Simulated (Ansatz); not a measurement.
## Pt3PbC (Pm-3m): following an unstable mode

Wanted: the energy along a soft mode of Pt3PbC (Pm-3m) and the structure at the end.

Method: DFT PBEsol, scalar-relativistic, plane waves, PAW; PAW set soft_1, in Ansatz 0.2.0.

Report form: the programs' logs are mostly left out.

## Step 1: Starting point

It takes space group Pm-3m (No. 221, cubic). Conventional cell: a = 4.281 Å, b = 4.281 Å, c = 4.281 Å, α = 90.00°, β = 90.00°, γ = 90.00°. Nearest to Pt lie 2 C at 2.14 Å and 8 Pt at 3.03 Å and 4 Pb at 3.03 Å. Nearest to Pb lie 12 Pt at 3.03 Å. Nearest to C lie 6 Pt at 2.14 Å. Farther neighbours are not listed.

## Step 2: Phonons on a q mesh

The cell comes from relaxations at this level that are not shown. Stability and thermal properties need the whole zone. Linear response on a 4×4×4 q mesh gives force constants as far as a supercell of that size would.

input.yaml

```yaml
crystal:
  lattice:
    - [4.2811329647, 0.0, 0.0]
    - [0.0, 4.2811329647, 0.0]
    - [0.0, 0.0, 4.2811329647]
  atoms:
    - { symbol: Pt, position: [0.0, 0.5, 0.5] }
    - { symbol: Pt, position: [0.5, 0.5, 0.0] }
    - { symbol: Pt, position: [0.5, 0.0, 0.5] }
    - { symbol: Pb, position: [0.0, 0.0, 0.0] }
    - { symbol: C, position: [0.5, 0.5, 0.5] }
kpoints:
  mp_grid: { grid: [8, 8, 8] }
hamiltonian:
  xc: pbesol
  pseudopotentials: { kind: paw, azcp: { folder: soft_1 }, xc_functional: pbe }
scf:
  occupations: { method: methfessel_paxton, width: 0.2 }
output:
  eigenvalues: true
phonons:
  method: dfpt
  qmesh: [4, 4, 4]
  temperatures: { t_max: 1000, t_step: 50 }
  qpath:
    path:
      - [[0.0, 0.0, 0.0], [0.0, 0.5, 0.0], [0.5, 0.5, 0.0], [0.0, 0.0, 0.0], [0.5, 0.5, 0.5], [0.0, 0.5, 0.0]]
      - [[0.5, 0.5, 0.5], [0.5, 0.5, 0.0]]
    npoints: 10
```

The run is started by

```bash
> ansatz run input.yaml --threads 4 --pin off --max-ram 10240MiB --backend cpu --events-out ev --progress --plain --runs-dir out
```

The job ended after 21 min (4 threads of Arm Neoverse V2, shared host; peak memory 3.7 GiB; 82 min of CPU time).

This step gave:

| Item | Value |
| --- | --- |
| volume per atom | 15.69 Å³ |
| gap on the k-mesh | 0 eV |
| sum-rule residual before enforcement | 9.72e-5 eV/Å² |
| lowest frequency on the path | -127.4 cm⁻¹ |
| point group | m-3m |
| highest frequency on the path or at a solved wavevector | 539.5 cm⁻¹ |
| highest optical mode at the zone centre (no LO-TO term) | 225.1 cm⁻¹ |
| lowest optical zone-centre mode | -122.0 cm⁻¹ |
| lowest mode on the q mesh (acoustic modes at Γ apart) | -126.1 cm⁻¹ |

Frequencies (cm⁻¹) solved at each irreducible wavevector; negative means imaginary. Frequencies by wavevector, by row:

```tsv
q in reciprocal lattice units	star	mode 1	mode 2	mode 3	mode 4	mode 13	mode 14	mode 15
0 0 0	1	-122	-122	-122	0	225.1	225.1	225.1
0 0 0.25	6	-126.1	-126.1	-36.8	-36.8	218.5	218.5	419
0 0 -0.5	3	-93	-93	-77.2	-77.2	212.8	212.8	520
0 0.25 0.25	12	-118.5	-70.9	-52.3	-31.7	215.1	406.6	422.9
0 0.25 -0.5	12	-95.1	-89.4	-70.5	-58.3	208.9	413.5	520.5
0 -0.5 -0.5	3	-100.6	-64.6	-63.4	-63.4	190.1	522.5	522.5
0.25 0.25 0.25	8	-65.8	-65.8	-64.4	-39.1	397.9	421.8	421.8
0.25 0.25 -0.5	12	-72.8	-64.2	-56.8	-26	407.9	421.8	520.5
0.25 -0.5 -0.5	6	-68.6	-63.2	-63.2	-20	413.7	527.1	527.1
-0.5 -0.5 -0.5	1	-68.8	-68.8	-68.8	22.2	539.5	539.5	539.5
```

Interpolated from a 4×4×4 q mesh. The phonon branches at the labelled points (cm⁻¹):

```tsv
point	branch 1	branch 2	branch 3	branch 4	branch 12	branch 13	branch 14	branch 15
Γ	-122	-122	-122	0	87	225	225	225
halfway	-126	-126	-37	-37	94	218	218	419
X	-93	-93	-77	-77	104	213	213	520
halfway	-95	-89	-70	-58	116	209	414	520
M	-101	-65	-63	-63	123	190	522	522
halfway	-118	-71	-52	-32	102	215	407	423
Γ	-122	-122	-122	0	87	225	225	225
halfway	-66	-66	-64	-39	118	398	422	422
R	-69	-69	-69	22	158	540	540	540
halfway	-73	-64	-57	-26	133	408	422	520
X	-93	-93	-77	-77	104	213	213	520
jump to R	-69	-69	-69	22	158	540	540	540
halfway	-69	-63	-63	-20	146	414	527	527
M	-101	-65	-63	-63	123	190	522	522
```

Symmetry leaves 10 wavevectors to solve. The lowest mode among them, the acoustic zeros apart, lies at q = (0, 0, 0.25) and is imaginary, 126.1i cm⁻¹, so the energy falls along it.

## Step 3: The mode frozen in, largest atomic shift 0 Å

The mode followed lies at q = (0, -0.5, -0.5) with frequency 100.6i cm⁻¹, one of the unstable modes though not the softest. At small amplitude the distorted cell has space group no. 123 by a symmetry search on the positions. The undistorted cell that holds it gives the zero of energy on the same k mesh.

System of this step: Pt3PbC. Symmetry: Pm-3m, No. 221, cubic system. Conventional cell: a = 4.281 Å, b = 4.281 Å, c = 4.281 Å, α = 90.00°, β = 90.00°, γ = 90.00°. Pt has 2 C at 2.14 Å and 8 Pt at 3.03 Å and 4 Pb at 3.03 Å nearest. Pt has 2 C at 2.14 Å and 4 Pb at 3.03 Å and 8 Pt at 3.03 Å nearest. Nearest to Pb lie 12 Pt at 3.03 Å. C has 6 Pt at 2.14 Å nearest. Farther neighbours are not listed.

input.yaml

```yaml
crystal:
  lattice:
    - [-4.2811329647, 0.0, 0.0]
    - [0.0, -4.2811329647, -4.2811329647]
    - [0.0, -4.2811329647, 4.2811329647]
  atoms:
    - { symbol: Pt, position: [1.0, 0.0, 0.5] }
    - { symbol: Pt, position: [1.0, 0.5, 0.0] }
    - { symbol: Pt, position: [0.5, 0.25, 0.25] }
    - { symbol: Pt, position: [0.5, 0.75, 0.75] }
    - { symbol: Pt, position: [0.5, 0.75, 0.25] }
    - { symbol: Pt, position: [0.5, 0.25, 0.75] }
    - { symbol: Pb, position: [0.0, 0.0, 0.0] }
    - { symbol: Pb, position: [0.0, 0.5, 0.5] }
    - { symbol: C, position: [0.5, 0.0, 0.5] }
    - { symbol: C, position: [0.5, 0.5, 0.0] }
kpoints:
  mp_grid: { grid: [8, 6, 6] }
hamiltonian:
  xc: pbesol
  pseudopotentials: { kind: paw, azcp: { folder: soft_1 }, xc_functional: pbe }
scf:
  occupations: { method: methfessel_paxton, width: 0.2 }
output:
  forces: true
  stress: true
  eigenvalues: true
```

Run time: 9.1 s. Hardware: 4 threads; peak memory 0.88 GiB; 36 s of CPU time.

This step gave:

| Item | Value |
| --- | --- |
| pressure | 0.06067 GPa |
| energy from the undistorted cell | 0 meV/atom |

The run ends at a pressure of 0.06 GPa.

## Step 4: The mode frozen in, largest atomic shift 0.08 Å

The atoms are moved along the unstable eigenvector, the largest shift by 0.08 Å, with the cell fixed.

input.yaml, the sections that differ from step 3:

```yaml
crystal:
  lattice:
    - [-4.2811329647, 0.0, 0.0]
    - [0.0, -4.2811329647, -4.2811329647]
    - [0.0, -4.2811329647, 4.2811329647]
  atoms:
    - { symbol: Pt, position: [1.0, 0.0, 0.5] }
    - { symbol: Pt, position: [1.0, 0.5, 0.0] }
    - { symbol: Pt, position: [0.5, 0.2406566789, 0.2406566789] }
    - { symbol: Pt, position: [0.5, 0.7593433211, 0.7593433211] }
    - { symbol: Pt, position: [0.5, 0.7593433211, 0.2406566789] }
    - { symbol: Pt, position: [0.5, 0.2406566789, 0.7593433211] }
    - { symbol: Pb, position: [0.0, 0.0, 0.0] }
    - { symbol: Pb, position: [0.0, 0.5, 0.5] }
    - { symbol: C, position: [0.5, 0.0, 0.5] }
    - { symbol: C, position: [0.5, 0.5, 0.0] }
# kpoints, hamiltonian, scf, output: as in step 3
```

Elapsed: 9.3 s, on 4 threads; peak memory 0.88 GiB; 37 s of CPU time.

Numbers from this step:

```yaml
pressure: 0.2060 GPa
energy_from_the_undistorted_cell: -3.478 meV/atom
```

The energy, extrapolated to zero smearing, is -3.48 meV/atom against the undistorted cell.

The run ends at a pressure of 0.21 GPa, with forces up to 0.067 eV/Å.

## Step 5: Energy along the mode, all amplitudes (two of the runs are shown above)

An imaginary frequency means negative curvature, so the energy should fall and then rise again as anharmonic terms take over.

This step gave:

```
depth at the lowest point sampled  : 3.478 meV/atom
largest atomic shift at that point : 0.08 Å
```

The energy from the parent by largest atomic shift:

```tsv
largest atomic shift (Å)	energy from the parent (meV/atom)
0.0000	0
0.0400	-1.65
0.0800	-3.48
0.1400	-1.41
0.2200	21.6
```

Displacement at unit largest shift by atom:

```tsv
atom	x (Å)	y (Å)	z (Å)	size
Pt1	0.00	0.00	0.00	0.00
Pt2	0.00	0.00	0.00	0.00
Pt3	0.00	1.00	0.00	1.00
Pt4	0.00	-1.00	0.00	1.00
Pt5	0.00	0.00	-1.00	1.00
Pt6	0.00	0.00	1.00	1.00
Pb7	0.00	0.00	0.00	0.00
Pb8	0.00	0.00	0.00	0.00
C9	0.00	0.00	0.00	0.00
C10	0.00	0.00	0.00	0.00
```

The lowest of the steps tried is at 0.08 Å, 3.48 meV/atom below the parent; the bottom of the well need not coincide with a step.

## Step 6: Relaxing from the distorted cell

Starting from the lowest point found, all atoms and the cell are let go, so that strain and other modes of the same symmetry can join in.

input.yaml: that of step 4 with these lines changed.

```diff
@@ -27 +27,10 @@
   eigenvalues: true
+  write_density: true
+  write_potential: true
+  elf: true
+  volumetric_format: npy
+relax:
+  adjacent_minimum: "off"
+  f_tol: 0.002
+  max_steps: 120
+  cell: { stress_tol: 0.03 }
```

Wall time 74 s (4 threads); peak memory 0.92 GiB.

Relaxation path:

```tsv
step	energy less that of the first step (eV)	largest force component (eV/Å)	pressure (GPa)	volume (Å³)
1	0.0000	0.0669	0.21	156.93
2	-0.0037	0.0250	-0.12	157.25
3	-0.0059	0.0687	0.42	156.92
4	-0.0080	0.0212	-0.23	157.42
5	-0.0087	0.0017	-0.04	157.26
6	-0.0088	0.0001	0.01	157.22
7*	-0.0090	0.0001	0.02	157.22
```

Relaxation steps marked * repeat the geometry before them on a plane-wave basis chosen anew for their cell, so energy and pressure can jump there.

Forces are held to the 16 operations that the run works with; a distortion that breaks them can't arise in this run.

```tsv
cell as run	before	after	change
a (Å)	4.281	4.344	+1.5 %
b (Å)	6.054	6.016	-0.6 %
c (Å)	6.054	6.016	-0.6 %
volume (Å³/atom)	15.69	15.72	+0.2 %
```

The atoms that moved most (Å, as changes of fractional coordinates times the final cell):

```tsv
atom	dx	dy	dz	length
Pt4	0.000	-0.020	0.000	0.020
Pt5	0.000	0.000	-0.020	0.020
Pt6	0.000	0.000	0.020	0.020
Pt3	0.000	0.020	0.000	0.020
```

This step gave:

* pressure: 0.01517 GPa
* volume per atom: 15.72 Å³

Valence density in the ac plane at fractional y = 0.000, with atoms of Pt and Pb and C within 0.2 Å of it. It is the smooth field of the valence electrons, not physical close to the nuclei.

Values in e/Å³, 19 rows by 14 columns, each cell a mean:
```
 7  5  2  1  0  0  0  0  0  0  0  1  3  6
 4  3  1  0  0  0  0  0  0  0  0  1  2  3
 1  1  0  0  0  0  0  0  0  0  0  0  1  1
 0  0  0  0  0  0  0  0  0  0  0  0  0  0
 0  0  0  0  0  0  0  0  0  0  0  0  0  0
 0  0  0  0  0  0  0  0  0  0  0  0  0  0
 2  1  1  0  0  0  1  1  1  0  0  0  1  2
 6  4  2  1  0  1  1  1  1  1  0  1  3  5
10  8  3  1  1  1  1  2  1  1  1  1  5  9
11  9  4  1  1  1  2  1  1  1  1  1  5 10
 8  6  2  1  1  1  1  1  1  1  1  1  4  7
 3  2  1  0  0  1  1  1  1  0  0  0  1  3
 1  1  0  0  0  0  0  0  0  0  0  0  0  1
 0  0  0  0  0  0  0  0  0  0  0  0  0  0
 0  0  0  0  0  0  0  0  0  0  0  0  0  0
 1  1  0  0  0  0  0  0  0  0  0  0  0  1
 3  2  1  0  0  0  0  0  0  0  0  0  1  2
 5  4  2  1  0  0  0  0  0  0  0  1  3  5
 8  6  3  1  0  0  0  0  0  0  0  1  4  7
```
Columns run along a (4.3 Å), rows up along c (6.0 Å). Atoms in or near the plane, at fractional coordinates: Pt at (0.00, 0.50), Pb at (0.00, 0.00), C at (0.50, 0.50).

Electrostatic potential energy in the ac plane at fractional y = 0.000, with atoms of Pt and Pb and C within 0.2 Å of it. With pseudopotentials it is smooth inside the atoms' cores, unlike the true potential.

Values in eV, 19 rows by 14 columns, each cell a mean:
```
-18 -21 -20   2  16  20  21  21  21  19  13  -7 -23 -20
-23 -22  -9  10  18  20  21  21  21  20  16   4 -16 -23
-10  -4   9  16  19  20  20  20  20  20  18  14   4  -6
 13  15  17  19  20  20  19  19  19  20  20  19  16  14
 18  18  20  20  20  19  18  18  19  20  20  20  19  18
 14  16  18  20  20  19  18  18  18  20  20  20  17  15
-10  -3  11  17  19  17  14  12  15  18  19  16   6  -6
-41 -32  -8  12  16   9  -6 -12  -1  14  16   7 -19 -37
-48 -47 -28   3  12  -8 -35 -43 -27   4  12  -6 -39 -48
-48 -47 -30   2  12 -11 -39 -46 -31   2  11  -8 -40 -48
-47 -42 -18   8  15   2 -20 -28 -13  10  14   1 -30 -45
-23 -13   5  16  18  16  10   7  12  17  18  14  -2 -18
  8  11  16  19  20  19  17  17  18  20  20  19  15  10
 17  18  20  20  20  19  18  18  19  20  21  20  19  18
 16  17  18  20  20  19  19  18  19  20  20  19  18  16
  2   6  14  18  20  20  19  19  20  20  19  17  11   4
-22 -18  -2  13  18  20  21  21  20  20  17   9 -10 -20
-20 -23 -17   5  17  20  21  21  21  19  14  -3 -22 -22
-15 -20 -22  -1  16  20  21  21  21  19  12 -10 -23 -18
```
Columns run along a (4.3 Å; values clipped at the 3rd and 97th percentile), rows up along c (6.0 Å). Atoms in or near the plane, at fractional coordinates: Pt at (0.00, 0.50), Pb at (0.00, 0.00), C at (0.50, 0.50).

ELF in the ac plane at fractional y = 0.000, with atoms of Pt and Pb and C within 0.2 Å of it. It is the smooth field of the valence electrons, not physical close to the nuclei.

Values, 19 rows by 14 columns, each cell a mean:
```
0.03 0.12 0.36 0.37 0.23 0.15 0.13 0.13 0.14 0.17 0.27 0.40 0.27 0.07
0.23 0.32 0.40 0.31 0.21 0.18 0.18 0.19 0.18 0.18 0.24 0.35 0.39 0.28
0.41 0.40 0.32 0.23 0.19 0.21 0.23 0.24 0.23 0.20 0.20 0.26 0.36 0.40
0.27 0.25 0.21 0.18 0.18 0.22 0.25 0.26 0.24 0.20 0.17 0.19 0.23 0.26
0.22 0.21 0.18 0.16 0.17 0.21 0.25 0.26 0.24 0.19 0.16 0.16 0.19 0.22
0.30 0.27 0.21 0.17 0.18 0.25 0.32 0.34 0.30 0.22 0.17 0.18 0.24 0.28
0.45 0.41 0.29 0.21 0.28 0.46 0.58 0.62 0.55 0.39 0.24 0.22 0.34 0.43
0.55 0.54 0.39 0.26 0.41 0.66 0.69 0.67 0.69 0.59 0.33 0.27 0.47 0.55
0.58 0.57 0.45 0.29 0.52 0.68 0.36 0.18 0.49 0.70 0.40 0.32 0.52 0.58
0.60 0.58 0.45 0.30 0.54 0.66 0.28 0.09 0.42 0.70 0.41 0.32 0.52 0.59
0.56 0.57 0.43 0.27 0.47 0.69 0.59 0.50 0.64 0.65 0.36 0.30 0.51 0.57
0.50 0.47 0.33 0.23 0.33 0.54 0.66 0.69 0.63 0.46 0.27 0.24 0.39 0.49
0.35 0.32 0.24 0.19 0.21 0.32 0.41 0.44 0.38 0.27 0.20 0.20 0.27 0.33
0.24 0.22 0.19 0.16 0.17 0.21 0.25 0.27 0.24 0.19 0.16 0.16 0.20 0.23
0.24 0.22 0.19 0.17 0.17 0.22 0.25 0.26 0.24 0.20 0.17 0.17 0.21 0.23
0.37 0.34 0.27 0.21 0.19 0.22 0.24 0.25 0.24 0.20 0.19 0.22 0.30 0.35
0.34 0.39 0.39 0.28 0.20 0.19 0.20 0.21 0.20 0.19 0.22 0.32 0.40 0.37
0.08 0.18 0.39 0.35 0.22 0.16 0.15 0.15 0.15 0.17 0.26 0.39 0.32 0.13
0.01 0.07 0.33 0.38 0.24 0.14 0.12 0.11 0.12 0.17 0.29 0.41 0.22 0.03
```
Columns run along a (4.3 Å), rows up along c (6.0 Å). Atoms in or near the plane, at fractional coordinates: Pt at (0.00, 0.50), Pb at (0.00, 0.00), C at (0.50, 0.50).

The distorted start has space group P4/mmm; the relaxation ends in P4/mmm.

## Step 7: The new phase in its own primitive cell

The relaxed structure is symmetrised, reduced to its primitive cell and relaxed tightly, as its phonons need.

input.yaml

```yaml
crystal:
  lattice:
    - [6.0158708959, 0.0, 0.0]
    - [0.0, 6.0158708959, 0.0]
    - [0.0, 0.0, 4.344208392]
  atoms:
    - { symbol: Pt, position: [0.0, 0.5, 0.0] }
    - { symbol: Pt, position: [0.5, 0.0, 0.0] }
    - { symbol: Pt, position: [0.2383111728, 0.2383111728, 0.5] }
    - { symbol: Pt, position: [0.7616888272, 0.7616888272, 0.5] }
    - { symbol: Pt, position: [0.7616888272, 0.2383111728, 0.5] }
    - { symbol: Pt, position: [0.2383111728, 0.7616888272, 0.5] }
    - { symbol: Pb, position: [0.0, 0.0, 0.0] }
    - { symbol: Pb, position: [0.5, 0.5, 0.0] }
    - { symbol: C, position: [0.0, 0.5, 0.5] }
    - { symbol: C, position: [0.5, 0.0, 0.5] }
kpoints:
  mp_grid: { grid: [6, 6, 8] }
hamiltonian:
  xc: pbesol
  pseudopotentials: { kind: paw, azcp: { folder: soft_1 }, xc_functional: pbe }
scf:
  occupations: { method: methfessel_paxton, width: 0.2 }
output:
  forces: true
  stress: true
  eigenvalues: true
relax:
  adjacent_minimum: "off"
  f_tol: 0.001
  max_steps: 60
  cell: { stress_tol: 0.01 }
```

The job ended after 37 s (4 threads; peak memory 0.91 GiB).

Little changed from the start: no atom moved by 0.005 Å and no cell edge by 0.1 %.

Numbers from this step:

```
pressure : -9.02e-4 GPa
```

The largest force component left is 0.0091 meV/Å and the pressure is -0.001 GPa, within the tolerances set. The cell now holds 15.72 Å³/atom.

## Step 8: Modes of the new phase, k-mesh 6×6×8

A relaxed structure may still be a saddle point, so its zone-centre modes are computed. No field response is asked, since the mesh shows no gap.

input.yaml, the sections that differ from step 7:

```yaml
crystal:
  lattice:
    - [6.0159749381, 0.0, 0.0]
    - [0.0, 6.0159749381, 0.0]
    - [0.0, 0.0, 4.3444293344]
  atoms:
    - { symbol: Pt, position: [0.0, 0.5, 0.0] }
    - { symbol: Pt, position: [0.5, 0.0, 0.0] }
    - { symbol: Pt, position: [0.238310801, 0.238310801, 0.5] }
    - { symbol: Pt, position: [0.761689199, 0.761689199, 0.5] }
    - { symbol: Pt, position: [0.761689199, 0.238310801, 0.5] }
    - { symbol: Pt, position: [0.238310801, 0.761689199, 0.5] }
    - { symbol: Pb, position: [0.0, 0.0, 0.0] }
    - { symbol: Pb, position: [0.5, 0.5, 0.0] }
    - { symbol: C, position: [0.0, 0.5, 0.5] }
    - { symbol: C, position: [0.5, 0.0, 0.5] }
output:
  eigenvalues: true
phonons:
  method: dfpt
# kpoints, hamiltonian, scf: as in step 7
# relax: removed
```

Elapsed: 3.4 min, on 4 threads; peak memory 3.6 GiB.

The run was cut off at the time limit after its SCF cycle had converged; no result of it is taken.

The program's message: “Warning:”

## Step 9: The phases reached

The phases reached along the modes that were followed are set side by side.

Energies are those of the first relaxation, on the mesh of the frozen mode; space group, volume and gap are those of the last relaxation. Phases, by row:

```tsv
mode frozen in	space group	energy from parent (meV/atom)	volume (Å³/atom)	gap on mesh (eV)	lowest zone-centre optical mode (cm⁻¹)	largest shift (Å)
parent	Pm-3m	0	15.69	0	–	–
q = (0, 0, 0), 122i cm⁻¹	P4mm	-161.5	15.9	0	28.3	0.557
q = (0, 0, 0), 122i cm⁻¹	R3m	-23.94	15.59	0	43	0.288
q = (0, 0, 0), 122i cm⁻¹	Amm2	-28.53	15.6	0	-121	0.361
q = (0, -0.5, -0.5), 101i cm⁻¹	P4/mmm	-4.58	15.72	0	–	0.099
```

## Step 10: Outcome

| Item | Value |
| --- | --- |
| unstable mode of the parent | q = (0, -0.5, -0.5), 101i cm⁻¹ |
| depth at the lowest point sampled | 3.48 meV/atom |
| largest atomic shift at that point | 0.08 Å |
| space group reached (within 0.01 Å) | P4/mmm |
| energy gained over the parent (first relaxation, on the mesh of the frozen mode) | 4.58 meV/atom |
| volume per atom, phase reached | 15.7 Å³ |

What this shows: Along this mode the structure falls into P4/mmm, 4.58 meV/atom below the parent. At the parent's cell the well is 3.478 meV/atom deep on the steps tried, with its lowest point at a shift of 0.08 Å. Relaxing atoms and cell changes the gain by +1.10 meV/atom against the lowest step (energies at zero smearing). The modes of the phase reached were not computed on this path. Of the 4 patterns followed to their end from this parent, this one ends 157 meV/atom above the lowest, P4mm. Each path keeps the symmetry of its pattern, so a lower phase may lie along a pattern not tried. With no gap, or one that is small against the smearing, the frequencies hang on the k mesh and the smearing, most of all near Kohn anomalies. Spin-orbit coupling is left out, which can matter for the heavy elements here. The PAW files were made for PBE and serve the other functionals too. A phonon run warned that its eigensolver left some bands unconverged in a pass.

[Logs are printed without paths, hosts, clocks, repeated set-up lines and the standing remarks that a program may print on its own settings, such as how far it seeks lower states.]

[Hosts, paths, dates, database ids (printed as entryN), source tags and the programs' standing remarks are cut or masked in the printed files.]
